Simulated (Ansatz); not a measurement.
An input for Ansatz 0.2.0 (BaIBr (Pnma)):

```yaml
crystal:
  lattice:
    - [8.81446039, 0.0, 0.0]
    - [0.0, 5.12429103, 0.0]
    - [0.0, 0.0, 10.19167839]
  atoms:
    - { symbol: Ba, position: [0.72882454, 0.25, 0.37513703] }
    - { symbol: Ba, position: [0.27117546, 0.75, 0.62486297] }
    - { symbol: Ba, position: [0.77117546, 0.75, 0.87513703] }
    - { symbol: Ba, position: [0.22882454, 0.25, 0.12486297] }
    - { symbol: I, position: [0.47161056, 0.25, 0.83177655] }
    - { symbol: I, position: [0.52838944, 0.75, 0.16822345] }
    - { symbol: I, position: [0.02838944, 0.75, 0.33177655] }
    - { symbol: I, position: [0.97161056, 0.25, 0.66822345] }
    - { symbol: Br, position: [0.8564719, 0.25, 0.06668585] }
    - { symbol: Br, position: [0.1435281, 0.75, 0.93331415] }
    - { symbol: Br, position: [0.6435281, 0.75, 0.56668585] }
    - { symbol: Br, position: [0.3564719, 0.25, 0.43331415] }
kpoints:
  mp_grid: { grid: [2, 4, 2] }
hamiltonian:
  xc: r2scan
scf:
  occupations: { method: fixed }
gw:
  n_empty_bands: 1374
  ecut_chi: 120.0
  qp_bands: [v4, c4]
  qp_kpoints: band_edges
  screening: { model: contour_deformation }
```

```sh
ansatz run input.yaml --threads 3 --pin off --max-ram 92160MiB --backend cuda --events-out ev --progress --plain --runs-dir out --devices 1 --max-vram 13GiB
```

How long will it take on 1 × NVIDIA H100 80GB HBM3 (shared by 6 runs) with 3 threads of AMD EPYC 7R13 (Zen 3), shared host, and how much memory?

It took 2 min; on shared hardware allow 60 s to 4 min. Peak host memory was 8.6 GiB. The sizes that set the cost: 11719 plane waves a state, 12 irreducible k points, 1442 bands summed, 1361 plane waves in the screening and 6 SCF cycles.

The screening grows as filled bands × empty bands × pairs of k points, times the square of the screening basis for the matrix.

[Paths, hosts, dates, memory and timing lines, banners, echoed tables and standing remarks are left out of the program output.]

[Logs are printed without paths, hosts, clocks, repeated set-up lines and the standing remarks that a program may print on its own settings, such as how far it seeks lower states.]

[Runs of the session that timed out or met a known fault of the program may be left out.]

[Cells called generated may have been cut or substituted from an entry of the Crystallography Open Database or the Materials Project.]

[Hosts, paths, dates, database ids (printed as entryN), source tags and the programs' standing remarks are cut or masked in the printed files.]
